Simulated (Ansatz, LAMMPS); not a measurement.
# A frame of aqueous Cs+ and OH-, 1.9 mol of salt per kg of water from 300 K (93 atoms): where an added charge goes, part 3 of 4

Does an extra electron or hole in a frame of aqueous Cs+ and OH-, 1.9 mol of salt per kg of water from 300 K (93 atoms) stay spread out, or do the atoms trap it?

Ansatz 0.2.0; Kohn-Sham DFT, PBE+D3(BJ), PAW (set soft_2), plane waves.

The cell: 31 O, 61 H and 1 Cs. The network of contacts between molecules at the start is that of the classical potential that made the cell. Sampling is at Γ alone, for a cell whose shortest periodic width is 10 Å. No spin–orbit coupling is included. The liquid is relaxed first.

So far. Step 3 (Relaxation): The relaxation converged after 39 steps, 5.86 eV below its start, with a largest force component of 0.018 eV/Å. Step 5 (An extra electron, atoms held): An extra electron, atoms held: the energy stands 2.65 eV above that of the reference. An odd electron should give 1 μB; this run ended with the carrier shared between both spins.

## Step 6: An extra electron, atoms relaxed

The atoms now respond to the charge; the energy gained comes from screening by the atoms, from trapping if the charge localises, and from any strain left in the reference.

The input, input.yaml:

```yaml
crystal:
  lattice:
    - [9.76803, 0.0, 0.0]
    - [0.0, 9.76803, 0.0]
    - [0.0, 0.0, 9.76803]
  atoms:
    [... the 93 atom lines of step 4 ...]
total_charge: -1
kpoints:
  mp_grid: { grid: [1, 1, 1] }
hamiltonian:
  xc: pbe
  dispersion: d3bj
scf:
  occupations: { method: fermi_dirac, width: 0.01 }
  lower_state_search: "off"
output:
  forces: true
magnetization:
  spin_polarized: true
  initial_magnetization: 1
relax:
  f_tol: 0.05
  max_steps: 90
```

Run with:

```sh
ansatz run input.yaml --threads 4 --pin off --max-ram 8192MiB --backend cpu --events-out ev --progress --plain --runs-dir out
```

Numbers of over 12 decimals in the logs are rounded to 6 here.

What it wrote:

```text
[...]
Crystal: 93 atoms, lattice volume = 932.011 Å³
Basis set: ecut = 420 eV, 18277 PW (Γ), exchange–correlation on 144×144×144 points (8 copies of the dense FFT grid, shifted against one another)
Bands: 222, of which v1, the nominal top of the filled ones, is band 129 counted from 1 (128 counted from 0)
Symmetry: 1 space group operations
[...]
k-points: 1
[...]
Starting moments: Σ|m| = 1 μB on 93 of 93 sites
[...]
SCF iter   1: F=—  HF=-24273.937279 eV  |F-HF|=—  |Δ(HF+E_count)|=         —  Δρ=5.00e-2 (↑4.92e-2 ↓5.00e-2)  dr2=8.41e1  dr2_m=1.08e-2  M=1.000 μB ∫|m|=1.010 μB  β_m=1.00  ethr=3.10e-3  ⟨swp⟩=6.0  Hψ=2120  notcnv=0  defer=140
[...]
SCF iter   2: F=—  HF=-24254.632038 eV  |F-HF|=—  |Δ(HF+E_count)|=         —  Δρ=2.51e-2 (↑2.50e-2 ↓2.51e-2)  dr2=2.10e1  dr2_m=4.02e-4  M=0.984 μB ∫|m|=1.015 μB  β_m=0.30  ethr=3.10e-3  ⟨swp⟩=3.0  Hψ=791  notcnv=0  defer=173
[...]
SCF iter   9: F=—  HF=-24249.083543 eV  |F-HF|=—  |Δ(HF+E_count)|=   2.17e-3  Δρ=2.54e-4 (↑2.54e-4 ↓2.47e-4)  dr2=1.09e-4  dr2_m=5.16e-4  M=-0.008 μB ∫|m|=0.034 μB  β_m=0.30  ethr=2.74e-7  ⟨swp⟩=3.0  Hψ=686  notcnv=0  defer=174
[...]
SCF iter  11: F=—  HF=-24249.084494 eV  |F-HF|=—  |Δ(HF+E_count)|=   6.02e-4  Δρ=3.96e-5 (↑3.96e-5 ↓3.65e-5)  dr2=1.48e-5  dr2_m=1.05e-5  M=0.008 μB ∫|m|=0.013 μB  β_m=0.66  ethr=2.43e-8  ⟨swp⟩=4.0  Hψ=1110  notcnv=0
[...]
SCF iter  13: F=-24249.084562 eV  HF=-24249.084562 eV  |F-HF|=6.42e-9  |Δ(HF+E_count)|=   4.98e-6  Δρ=9.11e-6 (↑9.11e-6 ↓8.03e-6)  dr2=5.49e-7  dr2_m=5.05e-7  M=0.002 μB ∫|m|=0.003 μB  β_m=0.67  ethr=1.43e-9  ⟨swp⟩=1.0  Hψ=1048  notcnv=0
SCF iter  14: F=-24249.084563 eV  HF=-24249.084563 eV  |F-HF|=8.72e-8  |Δ(HF+E_count)|=   4.80e-7  Δρ=1.69e-6 (↑1.46e-6 ↓1.69e-6)  dr2=5.59e-8  dr2_m=1.23e-8  M=-0.000 μB ∫|m|=0.000 μB  ethr=2.14e-10  ⟨swp⟩=1.0  Hψ=919  notcnv=0
[...]
SCF 1 converged in 14 iterations: F = -24249.084563 eV  dr2 = 5.59e-8
[...]
relax step   1: F+E_penalty+E_count = -24249.08456289 eV  Δ(F+E_penalty+E_count) = +0.000e0 eV  max|allowed force component| = 1.756e-1 eV/Å  Δτ_max = 0.0000 Å  (14 SCF iters, dr2 threshold 6.25e-5 eV, accepted)
[...]
relax step   2: F+E_penalty+E_count = -24249.09435589 eV  Δ(F+E_penalty+E_count) = -9.793e-3 eV  max|allowed force component| = 5.874e-2 eV/Å  Δτ_max = 0.0585 Å  (8 SCF iters, accepted)
[...]
relax step   3: F+E_penalty+E_count = -24249.09854775 eV  Δ(F+E_penalty+E_count) = -4.192e-3 eV  max|allowed force component| = 5.193e-2 eV/Å  Δτ_max = 0.0302 Å  (8 SCF iters, accepted)
[...]
relax step   4: F+E_penalty+E_count = -24249.10024335 eV  Δ(F+E_penalty+E_count) = -1.696e-3 eV  max|allowed force component| = 6.958e-2 eV/Å  Δτ_max = 0.0856 Å  (9 SCF iters, accepted)
[...]
relax step   5: F+E_penalty+E_count = -24249.10377273 eV  Δ(F+E_penalty+E_count) = -3.529e-3 eV  max|allowed force component| = 2.548e-2 eV/Å  Δτ_max = 0.0260 Å  (7 SCF iters, dr2 threshold 3.78e-6 eV, accepted)
[...]
relax step   6: F+E_penalty+E_count = -24249.10377275 eV  Δ(F+E_penalty+E_count) = -2.230e-8 eV  max|allowed force component| = 2.551e-2 eV/Å  Δτ_max = 0.0000 Å  (4 SCF iters, accepted)
SCF converged after 4 iterations
Magnetization: 0.0000 μB (128.5000 up, 128.5000 down)
Absolute magnetization: 0.0000 μB (∫|ρ↑−ρ↓|, with the PAW one-centre terms)
[...]
Per-site moments (μB) at R_I (Å): [(-2.773336604464802e-8, 0.410271), (1.3108223359802118e-8, 0.411755), (2.039584083603446e-8, 0.410271), (6.248709464745264e-8, 0.410248), (-2.6067113511870024e-8, 0.410248), [...]
Free energy (F): -24249.103773 eV
[...]
Internal energy: -24249.089910 eV  (E = F + TS)
E sigma→0 (E₀):  -24249.096841 eV
Entropy (-TS):   -0.013863 eV (-0.149 meV/atom)
Fermi energy:    2.589245 eV
[...]
Σ components = -24249.103773   (vs F -24249.103773, Δ=0.00e0)
--- Forces (eV/Å), atoms counted from 1 ---
  atom   1  O      0.01219783    -0.00630905    -0.00441658
  atom   2  H     -0.00127767     0.00597892     0.00121511
  atom   3  H     -0.00697588    -0.00008822     0.00111819
  atom   4  O      0.00615965     0.01159715     0.01407743
[...]
atom  93  Cs     0.00023059     0.00218239     0.00483149
  max |Σ_I F_I| component: 2.15e-6 eV/Å
--- Relaxed structure (6 steps of the walk, 6 accepted, 0 SCFs on fresh bases) ---
  F+E_penalty+E_count = -24249.10377275 eV   max|allowed force component| = 2.551e-2 eV/Å
  atoms:
    - { symbol: O, position: [0.708772, 0.266609, 0.343572] }
    - { symbol: H, position: [0.779420, 0.335961, 0.368908] }
    - { symbol: H, position: [0.757499, 0.177878, 0.332614] }
    - { symbol: O, position: [0.838050, 0.431341, 0.692635] }
[...]
- { symbol: Cs, position: [0.072862, 0.160168, 0.076072] }
```

It took 55 s on 4 threads of Arm Neoverse V1, shared host; peak memory 1.5 GiB.

The relaxation converged after 6 steps, 0.0192 eV below its start, with a largest force component of 0.026 eV/Å.

An extra electron, atoms relaxed: the energy stands 2.63 eV above that of the reference. An odd electron should give 1 μB; this run ended with the carrier shared between both spins.

## Step 7: An extra electron, levels at the relaxed geometry

A single point at the new geometry gives levels and spin density.

The input, input.yaml:

```yaml
crystal:
  lattice:
    - [9.76803, 0.0, 0.0]
    - [0.0, 9.76803, 0.0]
    - [0.0, 0.0, 9.76803]
  atoms:
    - { symbol: O, position: [0.70877, 0.26661, 0.34357] }
    - { symbol: H, position: [0.77942, 0.33596, 0.36891] }
    - { symbol: H, position: [0.7575, 0.17788, 0.33261] }
    - { symbol: O, position: [0.83805, 0.43134, 0.69264] }
    - { symbol: H, position: [0.77959, 0.50158, 0.73753] }
    - { symbol: H, position: [0.93109, 0.44881, 0.73093] }
    [... 81 atom lines left out ...]
    - { symbol: O, position: [0.18911, 0.02009, 0.57945] }
    - { symbol: H, position: [0.20993, 0.92057, 0.58786] }
    - { symbol: H, position: [0.10706, 0.03721, 0.63723] }
    - { symbol: O, position: [0.14138, 0.7525, 0.86968] }
    - { symbol: H, position: [0.14303, 0.85207, 0.86005] }
    - { symbol: Cs, position: [0.07286, 0.16017, 0.07607] }
total_charge: -1
kpoints:
  mp_grid: { grid: [1, 1, 1] }
hamiltonian:
  xc: pbe
  dispersion: d3bj
scf:
  occupations: { method: fermi_dirac, width: 0.01 }
  lower_state_search: "off"
output:
  forces: true
  stress: true
  populations: true
  dos:
    method: { smearing: { sigma: 0.15 } }
    de: 0.1
    projected: { site_lists: { Cs: [Cs], H: [H], O: [O] } }
  eigenvalues: true
  write_density: true
  write_potential: true
  volumetric_format: npy
magnetization:
  spin_polarized: true
  initial_magnetization: 1
```

What it wrote:

```text
[...]
Crystal: 93 atoms, lattice volume = 932.011 Å³
Basis set: ecut = 420 eV, 18277 PW (Γ), exchange–correlation on 144×144×144 points (8 copies of the dense FFT grid, shifted against one another)
Bands: 222, of which v1, the nominal top of the filled ones, is band 129 counted from 1 (128 counted from 0)
Symmetry: 1 space group operations
[...]
k-points: 1
[... 7 lines on functional and potentials left out ...]
Starting moments: Σ|m| = 1 μB on 93 of 93 sites
[...]
SCF iter   1: F=—  HF=-24273.862453 eV  |F-HF|=—  |Δ(HF+E_count)|=         —  Δρ=4.99e-2 (↑4.91e-2 ↓4.99e-2)  dr2=8.38e1  dr2_m=1.17e-2  M=1.000 μB ∫|m|=1.011 μB  β_m=1.00  ethr=3.10e-3  ⟨swp⟩=6.0  Hψ=2120  notcnv=0  defer=140
[...]
SCF iter   2: F=—  HF=-24254.660986 eV  |F-HF|=—  |Δ(HF+E_count)|=         —  Δρ=2.51e-2 (↑2.50e-2 ↓2.51e-2)  dr2=2.10e1  dr2_m=4.49e-4  M=0.991 μB ∫|m|=1.024 μB  β_m=0.30  ethr=3.10e-3  ⟨swp⟩=3.0  Hψ=791  notcnv=0  defer=173
[...]
SCF iter   9: F=—  HF=-24249.101174 eV  |F-HF|=—  |Δ(HF+E_count)|=   2.60e-3  Δρ=2.99e-4 (↑2.99e-4 ↓2.85e-4)  dr2=1.45e-4  dr2_m=7.03e-4  M=0.071 μB ∫|m|=0.090 μB  β_m=0.30  ethr=2.93e-7  ⟨swp⟩=3.0  Hψ=508  notcnv=0  defer=174
[...]
SCF iter  11: F=—  HF=-24249.102786 eV  |F-HF|=—  |Δ(HF+E_count)|=   1.06e-3  Δρ=6.04e-5 (↑6.04e-5 ↓5.45e-5)  dr2=2.06e-5  dr2_m=2.50e-5  M=0.020 μB ∫|m|=0.024 μB  β_m=0.70  ethr=4.08e-8  ⟨swp⟩=3.0  Hψ=675  notcnv=0  defer=174
[...]
SCF iter  17: F=-24249.103765 eV  HF=-24249.103765 eV  |F-HF|=6.84e-10  |Δ(HF+E_count)|=   4.44e-9  Δρ=2.65e-7 (↑2.53e-7 ↓2.65e-7)  dr2=3.09e-10  dr2_m=5.20e-10  M=-0.000 μB ∫|m|=0.000 μB  β_m=0.83  ethr=1.04e-12  ⟨swp⟩=5.0  Hψ=2002  notcnv=0
SCF iter  18: F=-24249.103765 eV  HF=-24249.103765 eV  |F-HF|=2.11e-10  |Δ(HF+E_count)|=   1.32e-9  Δρ=1.67e-7 (↑1.46e-7 ↓1.67e-7)  dr2=2.26e-10  dr2_m=1.56e-10  M=-0.000 μB ∫|m|=0.000 μB  ethr=1.00e-12  ⟨swp⟩=5.5  Hψ=1966  notcnv=0
[...]
SCF 1 converged in 18 iterations: F = -24249.103765 eV  dr2 = 2.26e-10
[...]
SCF converged after 18 iterations
Magnetization: -0.0000 μB (128.5000 up, 128.5000 down)
Absolute magnetization: 0.0000 μB (∫|ρ↑−ρ↓|, with the PAW one-centre terms)
[...]
Per-site moments (μB) at R_I (Å): [(-9.396358340988201e-8, 0.410273), (-1.4572465563959331e-8, 0.411759), (-1.630233261410681e-8, 0.410273), (-1.1217166527420752e-7, 0.410245), (-2.0047749176699432e-8, [...]
Free energy (F): -24249.103765 eV
[...]
Internal energy: -24249.089902 eV  (E = F + TS)
E sigma→0 (E₀):  -24249.096833 eV
Entropy (-TS):   -0.013863 eV (-0.149 meV/atom)
Fermi energy:    2.589244 eV
[...]
Σ components = -24249.103765   (vs F -24249.103765, Δ=0.00e0)
--- Forces (eV/Å), atoms counted from 1 ---
  atom   1  O      0.01280829    -0.00659200    -0.00434152
  atom   2  H     -0.00154995     0.00603831     0.00107154
  atom   3  H     -0.00722896     0.00000487     0.00119349
  atom   4  O      0.00578451     0.01110182     0.01350314
[...]
atom  93  Cs     0.00021229     0.00215419     0.00483597
  max |Σ_I F_I| component: 7.02e-6 eV/Å
--- Stress (GPa, compression-positive) ---
       -0.094154      -0.042094       0.130336
       -0.042094       0.162788       0.044384
        0.130336       0.044384      -0.695306
  P = ⅓ Tr σ = -0.2089 GPa (-2.089 kbar)
--- Band table (eV) ---
[...]
--- Löwdin populations: 93 sites ---
  site symbol       q [e]    m [muB]
     0      O      6.6835    -0.0000
     1      H      0.6241    -0.0000
     2      H      0.6219    -0.0000
[...]
92     Cs      8.2864    -0.0000
  spilling = 0.010560 (of n_electrons = 257.000000)
```

Elapsed: 28 s, on 4 threads; peak memory 1.5 GiB.

An extra electron, levels at the relaxed geometry: the energy stands 2.63 eV above that of the reference. An odd electron should give 1 μB; this run ended with the carrier shared between both spins.

The levels nearest the highest filled one (over half full), pooled over k-points and spins:

```
level less the highest filled one (eV)  occupation
                                 -4.73           1
                                 -4.73           1
                                     0         0.5
                                     0         0.5
                                  1.80           0
                                  1.80           0
                                  1.89           0
                                  1.89           0
```

## Step 8: Neutral at the geometry of the electron

The neutral cell at the new geometry gives the energy of that geometry without the charge.

The input, input.yaml:

```yaml
crystal:
  lattice:
    - [9.76803, 0.0, 0.0]
    - [0.0, 9.76803, 0.0]
    - [0.0, 0.0, 9.76803]
  atoms:
    [... the 93 atom lines of step 7 ...]
kpoints:
  mp_grid: { grid: [1, 1, 1] }
hamiltonian:
  xc: pbe
  dispersion: d3bj
scf:
  occupations: { method: fixed }
output:
  forces: true
  stress: true
  populations: true
  dos:
    method: { smearing: { sigma: 0.15 } }
    de: 0.1
    projected: { site_lists: { Cs: [Cs], H: [H], O: [O] } }
  eigenvalues: true
```

What it wrote:

```text
[...]
Crystal: 93 atoms, lattice volume = 932.011 Å³
Basis set: ecut = 420 eV, 18277 PW (Γ), exchange–correlation on 144×144×144 points (8 copies of the dense FFT grid, shifted against one another)
Bands: 221, of which v1, the nominal top of the filled ones, is band 128 counted from 1 (127 counted from 0)
Symmetry: 1 space group operations
[...]
k-points: 1
[...]
SCF iter   1: F=—  HF=-24251.782797 eV  |F-HF|=—  |Δ(HF+E_count)|=         —  Δρ=2.75e-3  dr2=7.89e-2  ethr=1.77e-3  ⟨swp⟩=5.0  Hψ=787  notcnv=0  defer=90
[...]
SCF iter   8: F=—  HF=-24251.715708 eV  |F-HF|=—  |Δ(HF+E_count)|=   1.72e-8  Δρ=3.83e-6  dr2=1.11e-7  ethr=2.86e-10  ⟨swp⟩=2.0  Hψ=254  notcnv=0  defer=90
SCF iter   9: F=-24251.715708 eV  HF=-24251.715708 eV  |F-HF|=4.73e-9  |Δ(HF+E_count)|=   1.83e-8  Δρ=8.84e-7  dr2=6.97e-9  ethr=3.91e-11  ⟨swp⟩=16.0  Hψ=1674  notcnv=0
SCF 1 converged in 9 iterations: F = -24251.715708 eV  dr2 = 6.97e-9
[...]
SCF converged after 9 iterations
Free energy (F): -24251.715708 eV
[...]
Internal energy: -24251.715708 eV  (E = F + TS)
E sigma→0 (E₀):  -24251.715708 eV
Fermi energy:    -2.144705 eV
[...]
Σ components = -24251.715708   (vs F -24251.715708, Δ=0.00e0)
--- Forces (eV/Å), atoms counted from 1 ---
  atom   1  O      0.05441342    -0.03425055    -0.02962199
  atom   2  H     -0.02689861     0.00381931    -0.00082853
  atom   3  H     -0.03415962     0.05363671     0.01142931
  atom   4  O      0.03148090     0.06295879     0.08832575
[...]
atom  93  Cs    -0.02168220     0.04343500     0.02885562
  max |Σ_I F_I| component: 2.97e-5 eV/Å
--- Stress (GPa, compression-positive) ---
       -0.342596      -0.062178       0.119388
       -0.062178      -0.111936       0.068180
        0.119388       0.068180      -0.996871
  P = ⅓ Tr σ = -0.4838 GPa (-4.838 kbar)
--- Band table (eV) ---
[...]
--- Löwdin populations: 93 sites ---
  site symbol       q [e]
     0      O      6.6777
     1      H      0.6185
     2      H      0.6159
[...]
92     Cs      8.1012
  spilling = 0.010348 (of n_electrons = 256.000000)
```

The job ended after 7.9 s (4 threads; peak memory 1 GiB; 30 s of CPU time).

Neutral at the geometry of the electron: the energy stands 0.0211 eV above that of the reference.

## Step 9: An extra hole, atoms held

The electron count changes by one with the atoms held: a vertical process, on a uniform background, with spin and a narrow Fermi–Dirac smearing. Its energy against the neutral cell hangs on the program's zero of potential.

input.yaml: that of step 8 with these lines changed.

```diff
@@ -6,3 +6,4 @@
   atoms:
-    [... the 93 atom lines of step 7 ...]
+    [... the 93 atom lines of step 4 ...]
+total_charge: 1
 kpoints:
@@ -13,3 +14,4 @@
 scf:
-  occupations: { method: fixed }
+  occupations: { method: fermi_dirac, width: 0.01 }
+  lower_state_search: "off"
 output:
@@ -23 +25,7 @@
   eigenvalues: true
+  write_density: true
+  write_potential: true
+  volumetric_format: npy
+magnetization:
+  spin_polarized: true
+  initial_magnetization: 1
```

What it wrote:

```text
[...]
Crystal: 93 atoms, lattice volume = 932.011 Å³
Basis set: ecut = 420 eV, 18277 PW (Γ), exchange–correlation on 144×144×144 points (8 copies of the dense FFT grid, shifted against one another)
Bands: 221, of which v1, the nominal top of the filled ones, is band 128 counted from 1 (127 counted from 0)
Symmetry: 1 space group operations
[...]
k-points: 1
[... 7 lines on functional and potentials left out ...]
Starting moments: Σ|m| = 1 μB on 93 of 93 sites
[...]
SCF iter   1: F=—  HF=-24281.051379 eV  |F-HF|=—  |Δ(HF+E_count)|=         —  Δρ=5.59e-2 (↑5.51e-2 ↓5.59e-2)  dr2=1.06e2  dr2_m=1.56e-1  M=0.505 μB ∫|m|=0.544 μB  β_m=0.30  ethr=3.10e-3  ⟨swp⟩=6.0  Hψ=2068  notcnv=0  defer=136
[...]
SCF iter   4: F=—  HF=-24250.889012 eV  |F-HF|=—  |Δ(HF+E_count)|=    2.52e0  Δρ=1.76e-2 (↑1.34e-2 ↓1.76e-2)  dr2=7.85e0  dr2_m=1.44e-1  M=0.410 μB ∫|m|=0.493 μB  β_m=0.30  ethr=3.10e-3  ⟨swp⟩=3.0  Hψ=780  notcnv=0  defer=174
[...]
SCF iter  15: F=—  HF=-24249.298156 eV  |F-HF|=—  |Δ(HF+E_count)|=   1.33e-2  Δρ=8.89e-3 (↑1.51e-3 ↓8.89e-3)  dr2=1.27e0  dr2_m=1.51e-1  M=0.997 μB ∫|m|=1.085 μB  β_m=0.30  ethr=2.31e-4  ⟨swp⟩=2.0  Hψ=306  notcnv=0  defer=172
[...]
spin-set hold released at iteration 15 (site moments' squared step at or under half its running peak, from the soft ceiling on): the magnetisation degrees of freedom join the quasi-Newton model from the next iteration; the mixer history was flushed
SCF iter  16: F=—  HF=-24249.553891 eV  |F-HF|=—  |Δ(HF+E_count)|=   2.56e-1  Δρ=1.59e-2 (↑2.09e-3 ↓1.59e-2)  dr2=3.94e0  dr2_m=5.05e-1  M=1.000 μB ∫|m|=1.139 μB  β_m=0.16  ethr=2.31e-4  ⟨swp⟩=2.0  Hψ=779  notcnv=0  defer=172  recentre
SCF iter  17: F=—  HF=-24249.321038 eV  |F-HF|=—  |Δ(HF+E_count)|=   2.33e-1  Δρ=1.37e-2 (↑1.31e-3 ↓1.37e-2)  dr2=2.69e0  dr2_m=4.07e-1  M=0.998 μB ∫|m|=1.114 μB  β_m=0.14  ethr=2.31e-4  ⟨swp⟩=3.0  Hψ=522  notcnv=0  defer=172
[...]
SCF iter  49: F=-24249.260260 eV  HF=-24249.260260 eV  |F-HF|=1.02e-8  |Δ(HF+E_count)|=  1.20e-10  Δρ=8.63e-7 (↑1.21e-7 ↓8.63e-7)  dr2=1.19e-8  dr2_m=1.53e-9  M=1.000 μB ∫|m|=1.077 μB  β_m=0.12  ethr=1.90e-12  ⟨swp⟩=5.5  Hψ=1605  notcnv=0
SCF iter  50: F=-24249.260260 eV  HF=-24249.260260 eV  |F-HF|=1.35e-9  |Δ(HF+E_count)|=  1.31e-10  Δρ=3.27e-7 (↑8.92e-8 ↓3.27e-7)  dr2=1.67e-9  dr2_m=2.46e-10  M=1.000 μB ∫|m|=1.077 μB  ethr=1.90e-12  ⟨swp⟩=5.0  Hψ=1459  notcnv=0
SCF 1 converged in 50 iterations: F = -24249.260260 eV  dr2 = 1.67e-9
[...]
SCF converged after 50 iterations
Magnetization: 0.9997 μB (127.9998 up, 127.0002 down)
Absolute magnetization: 1.0768 μB (∫|ρ↑−ρ↓|, with the PAW one-centre terms)
[...]
Per-site moments (μB) at R_I (Å): [(0.00445591, 0.409744), (-2.458397746202359e-6, 0.411671), (-5.775952313359799e-5, 0.409744), (0.00149981, 0.409470), (-1.121098687918869e-5, 0.409470), [...]
Free energy (F): -24249.260260 eV
[...]
Internal energy: -24249.243714 eV  (E = F + TS)
E sigma→0 (E₀):  -24249.251987 eV
Entropy (-TS):   -0.016547 eV (-0.178 meV/atom)
Fermi energy:    -2.603469 eV
[...]
Σ components = -24249.260260   (vs F -24249.260260, Δ=0.00e0)
--- Forces (eV/Å), atoms counted from 1 ---
  atom   1  O     -0.05046104     0.08446525     0.02209849
  atom   2  H     -0.01024471    -0.05256390    -0.02368567
  atom   3  H      0.03018498    -0.04630547    -0.00554831
  atom   4  O      0.02278217    -0.00211079    -0.01639537
[...]
atom  93  Cs    -0.03672812    -0.02261729    -0.02976478
  max |Σ_I F_I| component: 1.72e-5 eV/Å
--- Stress (GPa, compression-positive) ---
        0.218180      -0.009648       0.154789
       -0.009648       0.479269       0.099991
        0.154789       0.099991      -0.553805
  P = ⅓ Tr σ = 0.0479 GPa (0.479 kbar)
--- Band table (eV) ---
[...]
--- Löwdin populations: 93 sites ---
  site symbol       q [e]    m [muB]
     0      O      6.6671     0.0130
     1      H      0.6169    -0.0007
     2      H      0.6119    -0.0003
[...]
92     Cs      8.0953     0.0005
  spilling = 0.010260 (of n_electrons = 255.000000)
```

Run time: 48 s. Hardware: 4 threads; peak memory 1.5 GiB.

An extra hole, atoms held: the energy stands 2.48 eV above that of the reference, with a moment of 1.00 μB.

The levels nearest the highest filled one (over half full), pooled over k-points and spins:

```
level less the highest filled one (eV)  occupation
                               -0.0588       0.999
                                -0.051       0.998
                               -0.0103       0.881
                                     0       0.725
                                0.0139       0.398
                                  5.31           0
                                  5.33           0
                                  7.12           0
```

Spin density in the ab plane at fractional z = 0.082, with atoms of O and H and Cs within 0.2 Å of it.

Ten even steps from '0' (-0.09 × 1e-2 e/Å³) to '9' (3.56 × 1e-2 e/Å³), each cell a mean:
```
000000000000000000000000000
000000000000000000000000000
000000000000000000000000000
000000000000000000000000000
000000000011000000000000000
310000000121000000032000000
630000000121000000031000001
110000000000000000000000000
000000000000000000000000000
000000000000000000000000000
000000000012200000000000000
000000000012200000000000000
000000000001220000000000163
000000000000110000221000284
000000000000000001782000010
000000000000000004951000000
000000000000000003630000000
000000000000000000100000000
000000000000000000000000000
000000000000000000000000000
000000000000000000000000000
000000000000000000000000000
000000000000000000000000000
000000000000000000000000000
```
Columns run along a (9.8 Å), rows up along b (9.8 Å). Atoms in or near the plane, at fractional coordinates: O at (0.95, 0.45), H at (0.96, 0.55), H at (0.85, 0.44), O at (0.73, 0.75), H at (0.83, 0.75), O at (0.69, 0.36), H at (0.60, 0.41), Cs at (0.07, 0.17).

(Part 3 of 4 ends here.)

[Logs are printed without paths, hosts, clocks, repeated set-up lines and the standing remarks that a program may print on its own settings, such as how far it seeks lower states.]

[Hosts, paths, dates, database ids (printed as entryN), source tags and the programs' standing remarks are cut or masked in the printed files.]
